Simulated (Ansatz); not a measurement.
**How Ca2BIN2 (model structure) absorbs and reflects light**

Wanted: where Ca2BIN2 (model structure) starts to absorb, how strongly, and its refractive index. The structure is a model built here, which may or may not match a known phase. It was built so: All Br replaced by I and Sr replaced by Ca in the R-3m structure of Sr2BBrN2.

Method: DFT, PBE, plane-wave PAW, default files, scalar-relativistic, independent-particle optical response without local fields, in Ansatz 0.2.0.

This account leaves out most program logs.

### Step 1. Set-up

The structure is trigonal, space group R-3m (No. 166). Conventional cell: a = 4.053 Å, b = 4.053 Å, c = 26.067 Å, α = 90.00°, β = 90.00°, γ = 120.00°. Nearest to I lie 6 Ca at 3.23 Å. Nearest to Ca lie 3 N at 2.47 Å and 3 B at 3.15 Å and 3 I at 3.23 Å. Nearest to N lie 1 B at 1.32 Å and 3 Ca at 2.47 Å. B has 2 N at 1.32 Å and 6 Ca at 3.15 Å nearest. All Br replaced by I and Sr replaced by Ca in the R-3m structure of Sr2BBrN2. Farther neighbours and most contacts between anions are not listed.

### Step 2. Relaxation

The structure was built or cut out here, so it is relaxed before any spectrum is computed.

This step: DFT, PBE, plane-wave PAW, default files, scalar-relativistic, relaxation (Ansatz 0.2.0).

input.yaml

```yaml
crystal:
  lattice:
    - [2.02639849, 1.16994171, 8.68913915]
    - [-2.02639849, 1.16994171, 8.68913915]
    - [0.0, -2.33988343, 8.68913915]
  atoms:
    - { symbol: I, position: [0.0, 0.0, 0.0] }
    - { symbol: Ca, position: [0.752165, 0.752165, 0.752165] }
    - { symbol: Ca, position: [0.247835, 0.247835, 0.247835] }
    - { symbol: "N", position: [0.550578, 0.550578, 0.550578] }
    - { symbol: "N", position: [0.449422, 0.449422, 0.449422] }
    - { symbol: B, position: [0.5, 0.5, 0.5] }
kpoints:
  mp_grid: { grid: [7, 7, 7] }
scf:
  occupations: { method: fermi_dirac, width: 0.05 }
hamiltonian:
  xc: pbe
  pseudopotentials: { kind: paw }
output:
  forces: true
  stress: true
relax:
  f_tol: 0.02
  max_steps: 50
  cell: {}
```

Command:

```sh
$ ansatz run input.yaml --threads 2 --pin off --max-ram 5120MiB --backend cpu --events-out ev --progress --plain --runs-dir out
```

The job ended after 12 s (2 threads of AMD EPYC 9R45, shared host; peak memory 0.57 GiB; 22 s of CPU time).

The steps of the relaxation:

```csv
step,energy less that of the first step (eV),largest force component (eV/Å),pressure (GPa),volume (Å³)
1,0.0000,2.1473,0.71,123.60
2,-0.1400,0.7286,1.72,120.76
3,-0.2309,0.0295,-0.02,122.67
4,-0.2335,0.0280,-0.01,122.67
5,-0.2335,0.0032,0.01,122.74
6*,-0.2340,0.0075,0.00,122.74
7,-0.2340,0.0016,0.00,122.78
8*,-0.2340,0.0016,0.00,122.78
```

Relaxation steps marked * repeat the geometry before them on a plane-wave basis chosen anew for their cell, so energy and pressure can jump there.

Forces are held to the 12 operations that the run works with; a distortion that breaks them can't arise in this run.

```csv
"conventional cell, symmetrised",before,after,change
a (Å),4.053,3.949,-2.6 %
b (Å),4.053,3.949,-2.6 %
c (Å),26.067,27.271,+4.6 %
volume (Å³/atom),20.60,20.46,-0.7 %
```

The atoms that moved most (Å, as changes of fractional coordinates times the final cell):

```csv
atom,dx,dy,dz,length
Ca3,0.000,0.000,-0.114,0.114
Ca2,0.000,0.000,0.114,0.114
N4,0.000,0.000,-0.030,0.030
N5,0.000,0.000,0.030,0.030
```

Final coordinates:

```cif
data_structure
_symmetry_space_group_name_H-M 'P 1'
_symmetry_Int_Tables_number 1
_cell_length_a 9.3720
_cell_length_b 9.3720
_cell_length_c 9.3720
_cell_angle_alpha 24.326
_cell_angle_beta 24.326
_cell_angle_gamma 24.326
_cell_volume 122.78
loop_
_atom_site_label
_atom_site_type_symbol
_atom_site_fract_x
_atom_site_fract_y
_atom_site_fract_z
_atom_site_occupancy
I1 I 0.00000 0.00000 0.00000 1
Ca2 Ca 0.75635 0.75635 0.75635 1
Ca3 Ca 0.24365 0.24365 0.24365 1
N4 N 0.54949 0.54949 0.54949 1
N5 N 0.45051 0.45051 0.45051 1
B6 B 0.50000 0.50000 0.50000 1
```

The relaxation ends with a largest force component of 0.0016 eV/Å and a pressure of 0.00 GPa.

### Step 3. Ground state and bands

The self-consistent density comes first; it also tells whether there is a gap, which decides the occupations and the need for a Drude term.

This step: DFT, PBE, plane-wave PAW, default files, scalar-relativistic, ground state (Ansatz 0.2.0).

input.yaml

```yaml
crystal:
  lattice:
    - [1.9746160267, 1.1400450928, 9.0903931743]
    - [-1.9746160267, 1.1400450928, 9.0903931743]
    - [0.0, -2.2800901909, 9.0903931737]
  atoms:
    - { symbol: I, position: [0.0, 0.0, 0.0] }
    - { symbol: Ca, position: [0.7563474059, 0.7563474059, 0.7563474059] }
    - { symbol: Ca, position: [0.2436525941, 0.2436525941, 0.2436525941] }
    - { symbol: "N", position: [0.5494858724, 0.5494858724, 0.5494858724] }
    - { symbol: "N", position: [0.4505141276, 0.4505141276, 0.4505141276] }
    - { symbol: B, position: [0.5, 0.5, 0.5] }
kpoints:
  mp_grid: { grid: [7, 7, 7] }
  band_path:
    path:
      - [[0.0, 0.0, 0.0], [0.5, 0.0, 0.0], [0.5, 0.17715213, -0.17715213]]
      - [[0.82284787, 0.5, 0.17715213], [0.5, 0.5, 0.5], [0.0, 0.0, 0.0], [0.33857606, 0.0, -0.33857606]]
      - [[0.66142394, 0.33857606, 0.0], [0.5, 0.5, 0.0], [0.66142394, 0.66142394, 0.17715213], [0.5, 0.5, 0.5]]
      - [[0.5, 0.0, 0.0], [0.82284787, 0.33857606, 0.33857606]]
    npoints: 7
scf:
  occupations: { method: fermi_dirac, width: 0.05 }
  n_extra_bands: 10
hamiltonian:
  xc: pbe
  pseudopotentials: { kind: paw }
output:
  forces: true
  stress: true
  populations: true
  write_bands: true
```

Wall time 3 s (2 threads); peak memory 0.56 GiB.

Read-outs, printed or worked out from the files:

- free energy: -12078.3039 eV
- Fermi energy: 7.205 eV
- gap by band count: 2.764 eV
- electrons: 50
- symmetry operations: 12
- pressure: 0.002072 GPa
- gap on the k-mesh: 2.764 eV
- volume: 122.8 Å³
- gap on the path: 2.756 eV
- least direct gap on the path: 2.980 eV

There is a gap, 2.76 eV on the path, so no carriers' term is needed. The cell is left with a pressure of 0.0 GPa after its relaxation.

The electronic bands at the labelled points (eV, zero at the Fermi level; v1 is the highest filled band, c1 the lowest empty one):

```csv
point,v4,v3,v2,v1,c1,c2,c3,c4
Γ,-1.93,-1.93,-1.64,-1.64,1.34,3.35,3.91,3.91
0.57 of the way,-3.48,-2.22,-1.98,-1.73,2.46,2.80,3.22,3.67
L,-3.62,-2.51,-2.06,-1.60,2.32,3.03,3.21,3.26
0.57 of the way,-3.74,-3.32,-2.00,-1.74,2.66,3.02,3.06,3.43
B1,-3.66,-3.64,-1.95,-1.87,2.78,3.05,3.18,3.39
jump to B,-3.66,-3.64,-1.95,-1.87,2.78,3.05,3.18,3.39
0.43 of the way,-3.48,-2.71,-2.20,-1.70,2.43,3.07,3.48,3.72
Z,-2.14,-2.14,-1.42,-1.42,1.88,3.27,3.60,3.74
0.43 of the way,-2.08,-2.08,-1.49,-1.49,1.64,3.31,3.80,3.80
Γ,-1.93,-1.93,-1.64,-1.64,1.34,3.35,3.91,3.91
0.57 of the way,-3.54,-2.76,-1.94,-1.73,2.57,2.91,3.07,3.81
X,-3.66,-3.64,-1.94,-1.89,2.78,3.10,3.10,3.42
jump to Q,-3.66,-3.64,-1.94,-1.89,2.78,3.10,3.10,3.42
0.57 of the way,-3.54,-3.03,-2.21,-1.66,2.67,3.02,3.17,3.49
F,-3.52,-2.51,-2.31,-1.60,2.53,2.91,2.98,3.49
0.57 of the way,-3.55,-2.51,-2.29,-1.60,2.52,2.92,2.99,3.48
P1,-3.59,-2.51,-2.25,-1.60,2.49,2.95,3.02,3.46
0.57 of the way,-3.10,-2.17,-2.09,-1.64,2.22,3.09,3.63,3.74
Z,-2.14,-2.14,-1.42,-1.42,1.88,3.27,3.60,3.74
jump to L,-3.62,-2.51,-2.06,-1.60,2.32,3.03,3.21,3.26
0.57 of the way,-3.62,-2.51,-2.14,-1.60,2.40,3.01,3.05,3.42
P,-3.59,-2.51,-2.25,-1.60,2.49,2.95,3.02,3.46
```

(Part 1 of 2 ends here.)

[Logs are printed without paths, hosts, clocks, repeated set-up lines and the standing remarks that a program may print on its own settings, such as how far it seeks lower states.]

[Hosts, paths, dates, database ids (printed as entryN), source tags and the programs' standing remarks are cut or masked in the printed files.]
